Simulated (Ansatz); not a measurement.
## A hypothetical structure for KCr3

Starting from a made-up structure for KCr3, the aim is the relaxed cell, its shortest contacts and, where a second run follows, its electronic structure.

Program: Ansatz 0.2.0. Level of theory: DFT, PBE, plane-wave PAW, files of the set soft_1, scalar-relativistic, ferromagnetic start, cell and ions relaxed at zero pressure; PAW set soft_1, in the first sound run; inputs show where later runs differ. Results are calculated unless marked as measured.

In doubt: warnings of the run leave room for a lower electronic state, so energies may not be the lowest and differences between runs may mislead.

### 1. The starting structure

The structure is cubic, space group Pm-3m (No. 221). Conventional cell: a = 4.563 Å, b = 4.563 Å, c = 4.563 Å, α = 90.00°, β = 90.00°, γ = 90.00°. Nearest to Cr lie 8 Cr at 3.23 Å and 4 K at 3.23 Å. K has 12 Cr at 3.23 Å nearest. Farther neighbours are not listed.

As a file:

```cif
data_structure
_symmetry_space_group_name_H-M 'P 1'
_symmetry_Int_Tables_number 1
_cell_length_a 4.5630
_cell_length_b 4.5630
_cell_length_c 4.5630
_cell_angle_alpha 90.000
_cell_angle_beta 90.000
_cell_angle_gamma 90.000
_cell_volume 95.01
loop_
_atom_site_label
_atom_site_type_symbol
_atom_site_fract_x
_atom_site_fract_y
_atom_site_fract_z
_atom_site_occupancy
Cr1 Cr 0.50000 0.50000 0.00000 1
Cr2 Cr 0.00000 0.50000 0.50000 1
Cr3 Cr 0.50000 0.00000 0.50000 1
K4 K 0.00000 0.00000 0.00000 1
```

### 2. Relaxing cell and atoms

The guess takes its coordinates from another compound and its volume from a rule, so the cell and any free coordinates are relaxed together.

input.yaml reads:

```yaml
crystal:
  lattice:
    - [4.563, 0.0, 0.0]
    - [0.0, 4.563, 0.0]
    - [0.0, 0.0, 4.563]
  atoms:
    - { symbol: Cr, position: [0.5, 0.5, 0.0], spin: 3.0 }
    - { symbol: Cr, position: [0.0, 0.5, 0.5], spin: 3.0 }
    - { symbol: Cr, position: [0.5, 0.0, 0.5], spin: 3.0 }
    - { symbol: K, position: [0.0, 0.0, 0.0] }
magnetization:
  spin_polarized: true
kpoints:
  mp_grid: { grid: [6, 6, 6] }
scf:
  occupations: { method: fermi_dirac, width: 0.05 }
hamiltonian:
  xc: pbe
  pseudopotentials: { kind: paw, azcp: { folder: soft_1 } }
relax:
  f_tol: 0.015
  max_steps: 70
  cell: {}
output:
  forces: true
  stress: true
```

Started as:

```sh
$ ansatz run input.yaml --threads 4 --pin off --max-ram 10240MiB --backend cpu --events-out ev --progress --plain --runs-dir out
```

Numbers of over 12 decimals in the logs are rounded to 6 here.

The program printed:

```text
Engine: ansatz 0.2.0, x86_64-unknown-linux-gnu
Pseudopotentials: kind: paw
Pseudopotential: Cr, paw, valence charge 14, recommended cutoff 420 eV (normal), soft_1/Cr.paw.azcp
Pseudopotential: K, paw, valence charge 9, recommended cutoff 420 eV (normal), soft_1/K.paw.azcp
Functional definition: PBE
  parameter kappa = 0.804
  parameter beta = 0.066725
  exchange = pbe_x(kappa = kappa, mu = beta*pi^2/3)
  correlation = pbe_c(beta = beta)
Crystal: 4 atoms, lattice volume = 95.006 Å³
Basis set: ecut = 420 eV, 1863 PW (Γ), exchange–correlation on 64×64×64 points (8 copies of the dense FFT grid, shifted against one another)
Bands: 36, of which v1, the nominal top of the filled ones, is band 26 counted from 1 (25 counted from 0)
Symmetry: 48 space group operations
Space group: Pm-3m (ITA 221), of the structure as read, at distance tolerance 4.6e-5 Å
Magnetic group: BNS 221.92 (UNI 1594), of the structure as read, at distance tolerance 4.6e-5 Å
k-points: 20 of 216
Non-local potential: Cr, projectors of the file, l = 0: 3, l = 1: 2, l = 2: 3, l = 3: 1
Non-local potential: K, projectors of the file, l = 0: 3, l = 1: 2, l = 2: 2
PAW form: soft (Blöchl's): semilocal exchange-correlation on the pseudo side does not see the compensation charge
PAW one-centre angular grid: Cr, 590 points (default); XC on 64 Gauss nodes
PAW one-centre angular grid: K, 110 points (default); XC on 64 Gauss nodes
Initial density: superposition of atomic densities (chi_scale 0.1, normalization cell, long waves kept (reshape's long-wave potential 0.00 eV rms))
Starting moments: Σ|m| = 9 μB on 3 of 4 sites
Initial wavefunctions: pseudopotential atomic-orbital guess
Functional: x = pbe(κ = 0.804, μ = 0.219515), c = pbe(β = 0.066725)
SCF iter   1: F=—  HF=-11663.044620 eV  |F-HF|=—  |Δ(HF+E_count)|=         —  Δρ=6.86e-2 (↑5.99e-2 ↓6.86e-2)  dr2=1.76e1  dr2_m=1.29e-1  M=10.337 μB ∫|m|=10.337 μB  β_m=0.30  ethr=3.10e-3  ⟨swp⟩=6.5  Hψ=5616  notcnv=0
Mixer restart at iter 1: flushing history
preconditioner: auto → Kerker (q_TF=auto, 2.460 Å⁻¹)  [metal: Δε(μ)=0.022 eV  Ē_g=6.269 eV  σ=0.050 eV  W_gap=0.11  n_scr=26 (ndim 8)  ℏωp=19.0 eV  f_vac=0.000  D(μ)=9.28/eV (n_scr^D=122)]
spin=Collinear: Kerker preconditioning applied to the charge; magnetization (m = ρ↑ − ρ↓) channel mixes plain (no charge-response kernel on spin).
SCF iter   2: F=—  HF=-11662.907655 eV  |F-HF|=—  |Δ(HF+E_count)|=   1.37e-1  Δρ=4.74e-2 (↑1.73e-2 ↓4.74e-2)  dr2=3.60e0  dr2_m=5.71e-1  M=10.786 μB ∫|m|=10.786 μB  β_m=0.40  ethr=3.10e-3  ⟨swp⟩=2.9  Hψ=3197  notcnv=0  defer=32
SCF iter   3: F=—  HF=-11662.924489 eV  |F-HF|=—  |Δ(HF+E_count)|=   1.68e-2  Δρ=3.33e-2 (↑3.33e-2 ↓3.16e-2)  dr2=3.63e-1  dr2_m=8.41e-1  M=11.638 μB ∫|m|=11.638 μB  β_m=0.17  ethr=3.10e-3  ⟨swp⟩=2.3  Hψ=2348  notcnv=0  defer=32
SCF iter   4: F=—  HF=-11663.213888 eV  |F-HF|=—  |Δ(HF+E_count)|=   2.89e-1  Δρ=3.03e-2 (↑3.03e-2 ↓2.59e-2)  dr2=1.53e-1  dr2_m=6.51e-1  M=12.296 μB ∫|m|=12.296 μB  β_m=0.25  ethr=7.11e-4  ⟨swp⟩=2.0  Hψ=1948  notcnv=0  defer=36
SCF iter   5: F=—  HF=-11664.084615 eV  |F-HF|=—  |Δ(HF+E_count)|=         —  Δρ=2.56e-2 (↑2.56e-2 ↓2.01e-2)  dr2=3.16e-2  dr2_m=4.48e-1  M=13.809 μB ∫|m|=13.809 μB  β_m=0.65  ethr=2.99e-4  ⟨swp⟩=2.5  Hψ=2879  notcnv=0  defer=36
Mixer restart at iter 5: flushing history
SCF iter   6: F=—  HF=-11664.050072 eV  |F-HF|=—  |Δ(HF+E_count)|=   3.45e-2  Δρ=7.63e-3 (↑7.59e-3 ↓7.63e-3)  dr2=3.55e-3  dr2_m=4.96e-2  M=13.881 μB ∫|m|=13.881 μB  β_m=0.80  ethr=6.19e-5  ⟨swp⟩=2.1  Hψ=2807  notcnv=0  defer=36
SCF iter   7: F=—  HF=-11664.056085 eV  |F-HF|=—  |Δ(HF+E_count)|=   6.01e-3  Δρ=5.79e-3 (↑5.79e-3 ↓1.53e-3)  dr2=2.02e-2  dr2_m=1.01e-2  M=14.059 μB ∫|m|=14.059 μB  β_m=0.67  ethr=6.96e-6  ⟨swp⟩=2.0  Hψ=2836  notcnv=0  defer=36
SCF iter   8: F=—  HF=-11664.054735 eV  |F-HF|=—  |Δ(HF+E_count)|=   1.35e-3  Δρ=6.29e-4 (↑6.12e-4 ↓6.29e-4)  dr2=1.04e-3  dr2_m=1.36e-4  M=14.041 μB ∫|m|=14.041 μB  β_m=0.83  ethr=6.96e-6  ⟨swp⟩=2.0  Hψ=2964  notcnv=0  defer=36
SCF iter   9: F=—  HF=-11664.055812 eV  |F-HF|=—  |Δ(HF+E_count)|=   1.08e-3  Δρ=2.83e-4 (↑2.83e-4 ↓2.04e-4)  dr2=1.61e-4  dr2_m=2.13e-5  M=14.074 μB ∫|m|=14.074 μB  β_m=0.92  ethr=2.04e-6  ⟨swp⟩=2.0  Hψ=1881  notcnv=0  defer=36
SCF iter  10: F=—  HF=-11664.055959 eV  |F-HF|=—  |Δ(HF+E_count)|=   1.47e-4  Δρ=1.09e-4 (↑1.02e-4 ↓1.09e-4)  dr2=3.36e-5  dr2_m=6.26e-6  M=14.087 μB ∫|m|=14.087 μB  β_m=0.96  ethr=3.16e-7  ⟨swp⟩=2.0  Hψ=1813  notcnv=0  defer=36
SCF iter  11: F=—  HF=-11664.055985 eV  |F-HF|=—  |Δ(HF+E_count)|=   2.55e-5  Δρ=7.24e-5 (↑7.24e-5 ↓2.07e-5)  dr2=1.02e-5  dr2_m=1.10e-6  M=14.096 μB ∫|m|=14.096 μB  β_m=0.98  ethr=6.59e-8  ⟨swp⟩=2.0  Hψ=1884  notcnv=0  defer=36
SCF iter  12: F=—  HF=-11664.055983 eV  |F-HF|=—  |Δ(HF+E_count)|=   1.67e-6  Δρ=2.23e-5 (↑2.23e-5 ↓8.41e-6)  dr2=4.74e-7  dr2_m=1.41e-7  M=14.095 μB ∫|m|=14.095 μB  β_m=0.99  ethr=2.00e-8  ⟨swp⟩=2.0  Hψ=1811  notcnv=0  defer=36
SCF iter  13: F=—  HF=-11664.055983 eV  |F-HF|=—  |Δ(HF+E_count)|=   1.93e-7  Δρ=1.43e-6 (↑1.37e-6 ↓1.43e-6)  dr2=1.20e-8  dr2_m=3.50e-10  M=14.094 μB ∫|m|=14.094 μB  β_m=0.99  ethr=9.30e-10  ⟨swp⟩=2.0  Hψ=1827  notcnv=0  defer=36
SCF iter  14: F=-11664.055983 eV  HF=-11664.055983 eV  |F-HF|=7.68e-10  |Δ(HF+E_count)|=   1.82e-9  Δρ=9.42e-7 (↑9.42e-7 ↓3.80e-7)  dr2=1.34e-9  dr2_m=2.59e-10  M=14.094 μB ∫|m|=14.094 μB  ethr=2.35e-11  ⟨swp⟩=1.1  Hψ=3497  notcnv=0
SCF 1 converged in 14 iterations: F = -11664.055983 eV  dr2 = 1.34e-9
  greatest PAW one-centre occupation: 1.000 electrons in one spin orbital (limit 2), on the Cr atom at site 1 (counted from 0), in its partial waves of l = 0
relax step   1: F+E_penalty+E_count = -11664.05598316 eV  Δ(F+E_penalty+E_count) = +0.000e0 eV  max|allowed force component| = 5.049e-29 eV/Å  Δτ_max = 0.0000 Å  P = +1.867 GPa  Ω = 95.006 Å³  (14 SCF iters, dr2 threshold 1.00e-7 eV, accepted)
Crystal: 4 atoms, lattice volume = 99.428 Å³
Basis set: ecut = 420 eV, 1935 PW (Γ), exchange–correlation on 64×64×64 points (8 copies of the dense FFT grid, shifted against one another)
Initial density: handed on by an earlier stage of this run
Starting moments: Σ|m| = 9 μB on 3 of 4 sites; this step starts from the density that it was given
Initial wavefunctions: those handed on with the density
iter 1 solved again at ethr=1.08e-4 eV; its pass at ethr=3.10e-3 eV (dr2=5.52e-2 eV) is discarded
SCF iter   1: F=—  HF=-11664.097926 eV  |F-HF|=—  |Δ(HF+E_count)|=         —  Δρ=7.90e-3 (↑7.90e-3 ↓1.39e-3)  dr2=5.65e-2  dr2_m=1.80e-2  M=14.389 μB ∫|m|=14.389 μB  β_m=0.30  ethr=1.08e-4  ⟨swp⟩=1.0  Hψ=6481  notcnv=0
[...]
SCF iter   7: F=-11664.093248 eV  HF=-11664.093248 eV  |F-HF|=6.11e-8  |Δ(HF+E_count)|=   4.70e-7  Δρ=8.20e-6 (↑8.20e-6 ↓1.65e-6)  dr2=7.35e-8  dr2_m=1.82e-8  M=14.360 μB ∫|m|=14.360 μB  ethr=2.21e-10  ⟨swp⟩=1.9  Hψ=4541  notcnv=0
SCF 3 converged in 7 iterations: F = -11664.093248 eV  dr2 = 7.35e-8
  greatest PAW one-centre occupation: 1.000 electrons in one spin orbital (limit 2), on the Cr atom at site 2 (counted from 0), in its partial waves of l = 0
relax step   3: F+E_penalty+E_count = -11664.09324800 eV  Δ(F+E_penalty+E_count) = -4.060e-3 eV  max|allowed force component| = 9.861e-29 eV/Å  Δτ_max = 0.0000 Å  P = +0.013 GPa  Ω = 101.697 Å³  energy of the carried Pulay correction = -8.318e-4 eV  (7 SCF iters, dr2 threshold 4.00e-7 eV, accepted)
Initial wavefunctions: pseudopotential atomic-orbital guess (no wavefunctions were taken with the density)
iter 1 solved again at ethr=5.03e-8 eV; its pass at ethr=3.10e-3 eV (dr2=2.56e-5 eV) is discarded
SCF iter   1: F=—  HF=-11664.084861 eV  |F-HF|=—  |Δ(HF+E_count)|=         —  Δρ=6.83e-4 (↑6.83e-4 ↓3.15e-4)  dr2=2.41e-5  dr2_m=3.36e-5  M=14.364 μB ∫|m|=14.364 μB  β_m=0.65  ethr=5.03e-8  ⟨swp⟩=3.0  Hψ=8869  notcnv=0
preconditioner: auto → Kerker (q_TF=auto, 1.921 Å⁻¹)  [metal: Δε(μ)=0.076 eV  Ē_g=6.745 eV  σ=0.050 eV  W_gap=0.35  n_scr=18 (ndim 8)  ℏωp=18.4 eV  f_vac=0.000  D(μ)=3.11/eV (n_scr^D=26)]
spin=Collinear: Kerker preconditioning applied to the charge; magnetization (m = ρ↑ − ρ↓) channel mixes plain (no charge-response kernel on spin).
SCF iter   2: F=—  HF=-11664.093189 eV  |F-HF|=—  |Δ(HF+E_count)|=   8.33e-3  Δρ=2.43e-4 (↑2.43e-4 ↓1.13e-4)  dr2=3.23e-6  dr2_m=4.16e-6  M=14.362 μB ∫|m|=14.362 μB  β_m=0.63  ethr=4.72e-8  ⟨swp⟩=2.5  Hψ=2129  notcnv=0
SCF iter   3: F=—  HF=-11664.094363 eV  |F-HF|=—  |Δ(HF+E_count)|=   1.17e-3  Δρ=2.85e-5 (↑2.85e-5 ↓1.37e-5)  dr2=1.76e-7  dr2_m=8.26e-8  M=14.361 μB ∫|m|=14.361 μB  β_m=0.60  ethr=6.33e-9  ⟨swp⟩=2.4  Hψ=2390  notcnv=0
SCF iter   4: F=—  HF=-11664.094376 eV  |F-HF|=—  |Δ(HF+E_count)|=   1.33e-5  Δρ=8.33e-6 (↑8.33e-6 ↓4.16e-6)  dr2=8.32e-8  dr2_m=2.38e-8  M=14.361 μB ∫|m|=14.361 μB  β_m=0.70  ethr=3.46e-10  ⟨swp⟩=2.0  Hψ=2413  notcnv=0
SCF iter   5: F=—  HF=-11664.094377 eV  |F-HF|=—  |Δ(HF+E_count)|=   3.43e-7  Δρ=4.93e-6 (↑4.93e-6 ↓2.22e-6)  dr2=3.56e-8  dr2_m=8.47e-9  M=14.361 μB ∫|m|=14.361 μB  β_m=0.85  ethr=1.63e-10  ⟨swp⟩=2.0  Hψ=1796  notcnv=0
SCF iter   6: F=—  HF=-11664.094377 eV  |F-HF|=—  |Δ(HF+E_count)|=   7.59e-8  Δρ=1.00e-6 (↑1.00e-6 ↓6.55e-7)  dr2=2.62e-9  dr2_m=3.92e-10  M=14.360 μB ∫|m|=14.360 μB  β_m=0.93  ethr=6.98e-11  ⟨swp⟩=2.5  Hψ=2023  notcnv=0
SCF iter   7: F=—  HF=-11664.094202 eV  |F-HF|=—  |Δ(HF+E_count)|=   1.75e-4  Δρ=4.69e-6 (↑3.21e-6 ↓4.69e-6)  dr2=6.65e-8  dr2_m=8.06e-9  M=14.361 μB ∫|m|=14.361 μB  β_m=0.93  ethr=5.13e-12  ⟨swp⟩=3.1  Hψ=3183  notcnv=0
SCF iter   8: F=—  HF=-11664.094202 eV  |F-HF|=—  |Δ(HF+E_count)|=   1.01e-8  Δρ=4.88e-6 (↑3.40e-6 ↓4.88e-6)  dr2=6.91e-8  dr2_m=9.04e-9  M=14.361 μB ∫|m|=14.361 μB  β_m=0.88  ethr=5.13e-12  ⟨swp⟩=2.0  Hψ=1550  notcnv=0
SCF iter   9: F=—  HF=-11664.094202 eV  |F-HF|=—  |Δ(HF+E_count)|=   1.17e-8  Δρ=5.14e-6 (↑3.53e-6 ↓5.14e-6)  dr2=7.71e-8  dr2_m=9.86e-9  M=14.361 μB ∫|m|=14.361 μB  β_m=0.94  ethr=5.13e-12  ⟨swp⟩=2.0  Hψ=1690  notcnv=0
SCF iter  10: F=—  HF=-11664.094202 eV  |F-HF|=—  |Δ(HF+E_count)|=   8.53e-8  Δρ=2.97e-6 (↑2.02e-6 ↓2.97e-6)  dr2=2.62e-8  dr2_m=3.20e-9  M=14.361 μB ∫|m|=14.361 μB  β_m=0.97  ethr=5.13e-12  ⟨swp⟩=2.6  Hψ=2507  notcnv=0
SCF iter  11: F=—  HF=-11664.094202 eV  |F-HF|=—  |Δ(HF+E_count)|=   4.08e-8  Δρ=4.57e-7 (↑2.98e-7 ↓4.57e-7)  dr2=6.23e-10  dr2_m=7.18e-11  M=14.361 μB ∫|m|=14.361 μB  β_m=0.99  ethr=5.13e-12  ⟨swp⟩=2.9  Hψ=2619  notcnv=0
SCF iter  12: F=—  HF=-11664.094202 eV  |F-HF|=—  |Δ(HF+E_count)|=  8.09e-10  Δρ=1.78e-7 (↑1.11e-7 ↓1.78e-7)  dr2=9.63e-11  dr2_m=1.05e-11  M=14.361 μB ∫|m|=14.361 μB  β_m=0.99  ethr=1.22e-12  ⟨swp⟩=2.0  Hψ=1814  notcnv=0
SCF iter  13: F=-11664.094202 eV  HF=-11664.094202 eV  |F-HF|=3.82e-11  |Δ(HF+E_count)|=  7.82e-11  Δρ=1.12e-7 (↑9.83e-8 ↓1.12e-7)  dr2=3.41e-11  dr2_m=6.09e-12  M=14.361 μB ∫|m|=14.361 μB  ethr=1.00e-12  ⟨swp⟩=2.1  Hψ=3645  notcnv=0
SCF 4 converged in 13 iterations: F = -11664.094202 eV  dr2 = 3.41e-11
relax step   4: F+E_penalty+E_count = -11664.09420180 eV  Δ(F+E_penalty+E_count) = -9.538e-4 eV  max|allowed force component| = 1.154e-28 eV/Å  Δτ_max = 0.0000 Å  P = +0.023 GPa  Ω = 101.697 Å³  stress off target by 2.29e-2 GPa  SCF on the basis re-selected at this cell (its energy is not comparable with the rows above)  (13 SCF iters)
basis re-selected at this cell: Δ(F+E_penalty+E_count) = -9.538e-4 eV, ΔP = +0.010 GPa vs the last step (what re-selecting the basis moved, of the pressure what is left beyond the Pulay correction that the steps carried, after the strain that the cell walked since its last selection, with what the two solves' SCF thresholds leave and, on support functions, any second-order correction that the steps lacked; it is no m [...]
WARN: an SCF from ferrimagnetic starting moments (-4.07, 4.07, 4.07, 0.00 Bohr magnetons, atom by atom) was not made, by what the run has read of turns of its moments that order reads lower: the deck asks for what bars it, or types moments that do (magnetization.spin_polarized, in the input reference, names some of the keys), or the run goes by scf.lower_state_search: light, the default, which as a rule tries one only behind a close that has lost an order of both signs, or on which an open d or half-filled 4f shell of a PAW file has lost a moment that was set nearer to Hund's than to what is left; [rest of the remark cut]
SCF converged after 13 iterations
Magnetization: 14.3607 μB (32.6803 up, 18.3197 down)
Absolute magnetization: 14.3607 μB (∫|ρ↑−ρ↓|, with the PAW one-centre terms)
Spin contamination: 0.0393 ħ² per cell (⟨S²⟩ above its minimum at these occupations)
Per-site moments (μB) at R_I (Å): [(4.326688, 1.361481), (4.326688, 1.361481), (4.326688, 1.361481), (0.131740, 1.361481)]
Free energy (F): -11664.094202 eV
Harris-Foulkes:  -11664.094202 eV  (|F-HF|=3.82e-11)
Internal energy: -11664.067565 eV  (E = F + TS)
E sigma→0 (E₀):  -11664.080883 eV
Entropy (-TS):   -0.026637 eV (-6.659 meV/atom)
Fermi energy:    7.604705 eV
--- Per-component energies (eV) ---
  E_band       = -955.656312
  E_kinetic    = 1151.839621
  E_local      = -5969.214462  (includes V_loc(G=0)·N_el)
  E_nonlocal   = 171.613213
  E_hartree    = 2579.917687
  E_xc         = -470.437469
  E_vxc        = -590.784756  (∫ρ·V_xc dr)
  E_paw        = -4463.974391  (= ΣΔE_a)
  E_vpaw       = -878.947963  (= ΣTr[D̂ρ^β])
  E_aug_tail   = 0.002728  (compensation charges beyond the density's cutoff)
  E_ewald      = -4663.814492
  E_smearing   = -0.026637  (= −TS)
  E_closure    = -0.000000  (closes the sum)
  Σ components = -11664.094202   (vs F -11664.094202, Δ=0.00e0)
--- Forces (eV/Å), atoms counted from 1 ---
  atom   1  Cr    -0.00000000     0.00000000    -0.00000000
  atom   2  Cr    -0.00000000    -0.00000000     0.00000000
  atom   3  Cr     0.00000000     0.00000000     0.00000000
  atom   4  K     -0.00000000    -0.00000000     0.00000000
  max |Σ_I F_I| component: 1.02e-28 eV/Å
--- Stress (GPa, compression-positive) ---
        0.022925       0.000000       0.000000
        0.000000       0.022925       0.000000
        0.000000       0.000000       0.022925
  P = ⅓ Tr σ = 0.0229 GPa (0.229 kbar)
--- Relaxed structure (3 steps of the walk, 3 accepted, 1 SCFs on fresh bases) ---
  F+E_penalty+E_count = -11664.09420180 eV   max|allowed force component| = 1.154e-28 eV/Å   (the final SCF, on the basis selected at the relaxed cell)
  cell:  # Å, volume = 101.6969 Å³
    - [4.667696, 0, 0.0]
    - [0, 4.667696, 0]
    - [0.0, 0, 4.667696]
  atoms:
    - { symbol: Cr, position: [0.500000, 0.500000, 0] }
    - { symbol: Cr, position: [0, 0.500000, 0.500000] }
    - { symbol: Cr, position: [0.500000, 0, 0.500000] }
    - { symbol: K, position: [0, 0, 0] }
```

Wall time 13 s (4 threads of Intel Xeon Platinum 8488C (Sapphire Rapids), shared host); peak memory 0.58 GiB.

Relaxation path:

```tsv
step	energy less that of the first step (eV)	largest force component (eV/Å)	pressure (GPa)	volume (Å³)
1	0.0000	0.0000	1.87	95.01
2	-0.0332	0.0000	0.61	99.43
3	-0.0373	0.0000	0.01	101.70
4*	-0.0382	0.0000	0.02	101.70
```

Relaxation steps marked * repeat the geometry before them on a plane-wave basis chosen anew for their cell, so energy and pressure can jump there.

Forces are held to the 48 operations that the run works with; a distortion that breaks them can't arise in this run.

```tsv
conventional cell, symmetrised	before	after	change
a (Å)	4.563	4.668	+2.3 %
b (Å)	4.563	4.668	+2.3 %
c (Å)	4.563	4.668	+2.3 %
volume (Å³/atom)	23.75	25.42	+7.0 %
```

This step gave:

```
free energy             : -11664.0942 eV
energy at zero smearing : -11664.0809 eV
smearing term TS        : 0.02664 eV
Fermi energy            : 7.605 eV
magnetization           : 14.36 μB
absolute magnetization  : 14.36 μB
site moments            : 4.327, 4.327, 4.327, 0.1317 μB
electrons               : 51
symmetry operations     : 48
pressure                : 0.02292 GPa
```

Site moment by atom:

```tsv
atom	site moment (μB)
Cr1	4.33
Cr2	4.33
Cr3	4.33
K4	0.13
```

The shortest distance of each pair, which need not be the same contact before and after:

```tsv
pair	guess (Å)	relaxed (Å)
Cr–K	3.227	3.301
Cr–Cr	3.227	3.301
K–K	4.563	4.668
```

The relaxation ends with a pressure of 0.02 GPa.

(Continued in part 2 of 2.)

[Logs are printed without paths, hosts, clocks, repeated set-up lines and the standing remarks that a program may print on its own settings, such as how far it seeks lower states.]

[Hosts, paths, dates, database ids (printed as entryN), source tags and the programs' standing remarks are cut or masked in the printed files.]
